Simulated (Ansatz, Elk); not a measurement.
## Bonding as seen by X-rays: In3SbO4

The structure of In3SbO4 used here is made up (a known structure type with other elements) and was relaxed beforehand with PBE. The aim is the Fourier transform of its all-electron density, F(hkl), set beside the sum over free spherical atoms that refinements use.

Main program and level: Elk 11.2.3 (patched build); DFT, PBE, all-electron APW+lo, Dirac cores, scalar-relativistic bands, static density, no spin.

The structure was built from a prototype and need not be the compound's stable phase.

### 1. Set-up

The structure is cubic, space group I-43m (No. 217). Conventional cell: a = 6.874 Å, b = 6.874 Å, c = 6.874 Å, α = 90.00°, β = 90.00°, γ = 90.00°. Sb has 4 O at 1.91 Å nearest. Nearest to In lie 4 O at 2.81 Å. O has 1 Sb at 1.91 Å nearest. Farther neighbours and most contacts between anions are not listed.

Structure file:

```cif
data_structure
_symmetry_space_group_name_H-M 'P 1'
_symmetry_Int_Tables_number 1
_cell_length_a 5.9533
_cell_length_b 5.9533
_cell_length_c 5.9533
_cell_angle_alpha 109.471
_cell_angle_beta 109.471
_cell_angle_gamma 109.471
_cell_volume 162.42
loop_
_atom_site_label
_atom_site_type_symbol
_atom_site_fract_x
_atom_site_fract_y
_atom_site_fract_z
_atom_site_occupancy
Sb1 Sb 0.00000 0.00000 0.00000 1
In2 In 0.50000 0.00000 0.50000 1
In3 In 0.00000 0.50000 0.50000 1
In4 In 0.50000 0.50000 0.00000 1
O5 O 0.00000 0.32163 0.00000 1
O6 O 0.67837 0.67837 0.67837 1
O7 O 0.00000 0.00000 0.32163 1
O8 O 0.32163 0.00000 0.00000 1
```

### 2. Ground state and structure factors

An all-electron density is needed, since X-rays see the cores too. Task 0 finds the density and task 195 Fourier-transforms it; tshift is off so that phases refer to the origin typed.

Input file elk.in:

```
tasks
  0
  195

xctype
  20

spinpol
  .false.

rgkmax
  7.0

gmaxvr
  14.0

lmaxo
  7

lmaxapw
  8

swidth
  0.002

tshift
  .false.

ramdisk
  .false.

hmaxvr
  5.5

maxscl
  120

epspot
  1e-06

sppath
  './'

avec
  -6.49522586838 6.49522586838 6.49522586838
  6.49522586838 -6.49522586838 6.49522586838
  6.49522586838 6.49522586838 -6.49522586838

atoms
  3
  'Sb.in'
  1
  0.0000000000 0.0000000000 0.0000000000   0.000000 0.000000 0.000000
  'In.in'
  3
  0.5000000000 0.0000000000 0.5000000000   0.000000 0.000000 0.000000
  0.0000000000 0.5000000000 0.5000000000   0.000000 0.000000 0.000000
  0.5000000000 0.5000000000 0.0000000000   0.000000 0.000000 0.000000
  'O.in'
  4
  0.0000000000 0.3216275025 0.0000000000   0.000000 0.000000 0.000000
  0.6783724975 0.6783724975 0.6783724975   0.000000 0.000000 0.000000
  0.0000000000 0.0000000000 0.3216275025   0.000000 0.000000 0.000000
  0.3216275025 0.0000000000 0.0000000000   0.000000 0.000000 0.000000

ngridk
  5 5 5
```

Run with:

```
$ OMP_NUM_THREADS=4 elk
```

Numbers of over 12 decimals in the logs are rounded to 6 here.

Output:

```text
┌─────────────────────────┐
│ Elk code version 11.2.3 │
└─────────────────────────┘

All units are atomic (Hartree, Bohr, etc.)

┌─────────────────────────────────────────────────┐
│ Ground-state run starting from atomic densities │
└─────────────────────────────────────────────────┘

Lattice vectors :
  -6.495225868       6.495225868       6.495225868
   6.495225868      -6.495225868       6.495225868
   6.495225868       6.495225868      -6.495225868

Reciprocal lattice vectors :
 -0.5401745377E-18  0.4836771988      0.4836771988
  0.4836771988     -0.5401745377E-18  0.4836771988
  0.4836771988      0.4836771988     -0.5401745377E-18

Unit cell volume      :    1096.081293
Brillouin zone volume :   0.2263064018

Muffin-tin inner radius fraction :   0.1000000000E-01

Nuclei treated as point charges

Species : 1 (Sb)
 parameters loaded from : Sb.in
 name : antimony
 nuclear charge    :   -51.00000000
 electronic charge :    51.00000000
 atomic mass :    221954.9021
 muffin-tin radius :    2.108558099
 number of radial points in muffin-tin :   1193
 inner part over the whole radius :   0.9957034620E-02
 number on inner part of muffin-tin    :    846
 approximate nuclear radius :   0.8886795689E-04
 number of mesh points to nuclear radius :    435
 atomic positions (lattice), magnetic fields (Cartesian) :
  1 :   0.00000000  0.00000000  0.00000000    0.00000000  0.00000000  0.00000000

Species : 2 (In)
 parameters loaded from : In.in
 name : indium
 nuclear charge    :   -49.00000000
 electronic charge :    49.00000000
 atomic mass :    209300.4102
 muffin-tin radius :    2.600000000
 number of radial points in muffin-tin :   1193
 inner part over the whole radius :   0.9943151076E-02
 number on inner part of muffin-tin    :    850
 approximate nuclear radius :   0.8768807633E-04
 number of mesh points to nuclear radius :    427
 atomic positions (lattice), magnetic fields (Cartesian) :
  1 :   0.50000000  0.00000000  0.50000000    0.00000000  0.00000000  0.00000000
  2 :   0.00000000  0.50000000  0.50000000    0.00000000  0.00000000  0.00000000
  3 :   0.50000000  0.50000000  0.00000000    0.00000000  0.00000000  0.00000000

Species : 3 (O)
 parameters loaded from : O.in
 name : oxygen
 nuclear charge    :   -8.000000000
 electronic charge :    8.000000000
 atomic mass :    29165.12205
 muffin-tin radius :    1.459770991
 number of radial points in muffin-tin :    593
 inner part over the whole radius :   0.9876986353E-02
 number on inner part of muffin-tin    :    405
 approximate nuclear radius :   0.5115538663E-04
 number of mesh points to nuclear radius :    175
 atomic positions (lattice), magnetic fields (Cartesian) :
  1 :   0.00000000  0.32162750  0.00000000    0.00000000  0.00000000  0.00000000
  2 :   0.67837250  0.67837250  0.67837250    0.00000000  0.00000000  0.00000000
  3 :   0.00000000  0.00000000  0.32162750    0.00000000  0.00000000  0.00000000
  4 :   0.32162750  0.00000000  0.00000000    0.00000000  0.00000000  0.00000000

Total number of atoms per unit cell :    8
Total muffin-tin volume :    312.2549272
 ratio of muffin-tin to unit cell volume :   0.2848830003

Spin treatment :
 spin-unpolarised

Number of Bravais lattice symmetries :   48
Number of crystal symmetries         :   24
Crystal has no inversion symmetry
Complex Hermitian eigensolver will be used

k-point grid :      5     5     5
k-point offset :    0.000000000       0.000000000       0.000000000
k-point set is reduced with full crystal symmetry group
Total number of k-points :       14

Muffin-tin radius times maximum |G+k| :    7.000000000
 using average radius
Maximum |G+k| for APW functions       :    3.556087938
Maximum (1/2)|G+k|²                   :    6.322880712
Maximum |G| for potential and density :    14.00000000
Constant for pseudocharge density :    9
 order of it for each species :   16  16  16
 order of it for pair densities of each species (exact exchange by exxq0 0: 17) :   11  16   4
Radial integration step length :    1

[...]
electron entropic           :    -0.12216801707839E-05
 total energy                :     -24436.439320587

Density of states at Fermi energy :   0.3117135354E-01
 (states/Hartree/unit cell)

Estimated indirect band gap :   0.3287028416E-01
 from k-point 1 to k-point 8
Estimated direct band gap   :   0.5865730752E-01
 at k-point 13

Charges :
 core                        :    134.0000000
 valence                     :    96.00000000
 interstitial                :    13.37574446
 muffin-tins (core leakage)
  species : 1 (Sb)
[...]
species : 2 (In)
[...]
species : 3 (O)
[...]
total in muffin-tins        :    216.6242555
 total calculated charge     :    229.9887418
 total charge                :    230.0000000
 error                       :   0.1125817688E-01

RMS change in Kohn-Sham potential (target) :    1.006566421     (  0.1000000000E-05)
Absolute change in total energy (target)   :   0.3175959215     (  0.1000000000E-03)

[... loops 3 to 15 left out ...]

┌──────────────────┐
│ Loop number : 16 │
└──────────────────┘

Energies :
 Fermi                       :     0.151266
 sum of occupied eigenvalues :     -14717.410741689
 electron kinetic            :      25684.224858159
 core electron kinetic       :      24838.585591786
 Coulomb                     :     -49433.653314912
 Coulomb potential           :     -39508.524740968
 nuclear-nuclear             :     -2327.8231579617
 electron-nuclear            :     -54745.334311042
 Hartree                     :      7639.5041540917
 Madelung                    :     -29679.390944427
 xc potential                :     -893.11085887948
 exchange                    :     -673.12797429114
 correlation                 :     -11.720661222596
 electron entropic           :    -0.41819504407287E-07
 total energy                :     -24434.277092308

Density of states at Fermi energy :   0.7362628117E-03
 (states/Hartree/unit cell)

Estimated indirect band gap :   0.5073295227E-01
 from k-point 13 to k-point 13
Estimated direct band gap   :   0.5073295227E-01
 at k-point 13

Charges :
 core                        :    134.0000000
 valence                     :    96.00000000
 interstitial                :    14.47650881
 muffin-tins (core leakage)
  species : 1 (Sb)
[...]
species : 2 (In)
[...]
species : 3 (O)
[...]
total in muffin-tins        :    215.5234912
 total calculated charge     :    229.9891920
 total charge                :    230.0000000
 error                       :   0.1080798462E-01

RMS change in Kohn-Sham potential (target) :   0.1255142592E-06 (  0.1000000000E-05)
Absolute change in total energy (target)   :   0.5010720633E-04 (  0.1000000000E-03)

Convergence targets achieved

┌──────────────────┐
│ Loop number : 17 │
└──────────────────┘

Energies :
 Fermi                       :     0.151266
 sum of occupied eigenvalues :     -14717.410743174
 electron kinetic            :      25684.224858211
 core electron kinetic       :      24838.585591832
 Coulomb                     :     -49433.653314475
 Coulomb potential           :     -39508.524739916
 nuclear-nuclear             :     -2327.8231579617
 electron-nuclear            :     -54745.334310498
 Hartree                     :      7639.5041539845
 Madelung                    :     -29679.390944517
 xc potential                :     -893.11086146937
 exchange                    :     -673.12797420528
 correlation                 :     -11.720661246058
 electron entropic           :    -0.41819687862773E-07
 total energy                :     -24434.277091757

Density of states at Fermi energy :   0.7362662995E-03
 (states/Hartree/unit cell)

Estimated indirect band gap :   0.5073293271E-01
 from k-point 13 to k-point 13
Estimated direct band gap   :   0.5073293271E-01
 at k-point 13

Charges :
 core                        :    134.0000000
 valence                     :    96.00000000
 interstitial                :    14.47650892
 muffin-tins (core leakage)
  species : 1 (Sb)
[...]
species : 2 (In)
[...]
species : 3 (O)
[...]
atom 2                    :    6.610312405     (  0.3431331903E-06)
   atom 3                    :    6.610312405     (  0.3431331903E-06)
   atom 4                    :    6.610312405     (  0.3431331903E-06)
 total in muffin-tins        :    215.5234911
 total calculated charge     :    229.9891920
 total charge                :    230.0000000
 error                       :   0.1080798442E-01

┌──────────────────────────────┐
│ Self-consistent loop stopped │
└──────────────────────────────┘

Warning : core states of species 1 leak from the muffin-tin :   0.1027859789E-01

Warning : core states of species 2 leak from the muffin-tin :   0.1269334368E-03

Wrote STATE.OUT
```

Elapsed: 1.8 min, on 4 threads of Arm Neoverse V2, shared host; peak memory 0.37 GiB; 5.4 min of CPU time.

SFACRHO.OUT:

```text

h k l indices transformed by vhmat matrix:
   1.000000000       0.000000000       0.000000000    
   0.000000000       1.000000000       0.000000000    
   0.000000000       0.000000000       1.000000000    

      h      k      l  multipl.   |H|            Re(F)            Im(F)           |F|

      0      0      0      1   0.0000000       230.00000      0.11746443E-15   230.00000    
      1      0      0     12  0.68402285       9.9300214     -0.28045620E-13   9.9300214    
      1     -1      1      6  0.96735440       160.85927      0.26144222E-13   160.85927    
     -1     -1      0     12   1.1847623      -1.8106999      -16.260684       16.361189    
      0     -2      1     12   1.1847623      -1.8106999       16.260684       16.361189    
      2      0      0     12   1.3680457       162.69033      0.48485648E-13   162.69033    
     -1     -2      2     24   1.5295216      -9.7655885     -0.28520969E-13   9.7655885    
     -1     -1     -1      4   1.6755070       146.48762      -14.312983       147.18521    
      1     -3      1      4   1.6755070       146.48762       14.312983       147.18521    
      2      0     -3     24   1.8097544       5.6295752       1.6172475       5.8572695    
      3      0     -1     24   1.8097544       5.6295752      -1.6172475       5.8572695    
      2     -2     -2      6   1.9347088       129.01145     -0.41830755E-13   129.01145    
      0      3      0     12   2.0520686       17.243898      0.24127009E-13   17.243898    
      3     -2      1     12   2.0520686      -1.2898270       8.8806200       8.9737988    
     -3      2      2     12   2.0520686      -1.2898270      -8.8806200       8.9737988    
      3     -3     -1     24   2.1630702       136.60745     -0.60725897E-13   136.60745    
     -4      2      1     12   2.2686472      -4.5765073      0.16120336       4.5793456    
     -1     -1     -2     12   2.2686472      -4.5765073     -0.16120336       4.5793456
```

Elk indexes on the primitive cell of elk.in and gives |H| = 4π sin θ/λ in inverse bohr. Below, one row stands for each form hkl of the conventional cell (m members, Friedel mates merged), F is for one primitive cell and the density is static (no thermal factor). Free-atom factors are Waasmaier and Kirfel's, and R is Σm||F|−|F'||/Σm|F|.

```
hkl   m  sin θ/λ (Å⁻¹)  abs F, DFT  neutral atoms   diff.  abs of complex diff.
110  12          0.103       9.930          9.844  +0.086                 0.086
200   6          0.145     160.859        161.572  -0.713                 0.713
211  24          0.178      16.361         15.574  +0.788                 0.799
220  12          0.206     162.690        162.720  -0.030                 0.030
310  24          0.230       9.766          9.522  +0.243                 0.243
222   8          0.252     147.186        147.063  +0.122                 0.372
321  48          0.272       5.857          5.675  +0.182                 0.194
400   6          0.291     129.011        129.061  -0.050                 0.050
330  12          0.309      17.244         17.139  +0.105                 0.105
411  24          0.309       8.974          9.047  -0.074                 0.103
420  24          0.325     136.607        136.559  +0.048                 0.048
332  24          0.341       4.579          4.698  -0.119                 0.119
422  24          0.356     125.086        125.134  -0.049                 0.106
510  24          0.371       3.870          3.813  +0.057                 0.057
431  48          0.371       5.859          5.872  -0.013                 0.022
521  48          0.398       8.604          8.706  -0.101                 0.111
440  12          0.411     120.889        121.040  -0.151                 0.151
433  24          0.424       5.248          5.423  -0.175                 0.190
```

(Part 1 of 2 ends here.)

[Logs are printed without paths, hosts, clocks, repeated set-up lines and the standing remarks that a program may print on its own settings, such as how far it seeks lower states.]

[Hosts, paths, dates, database ids (printed as entryN), source tags and the programs' standing remarks are cut or masked in the printed files.]
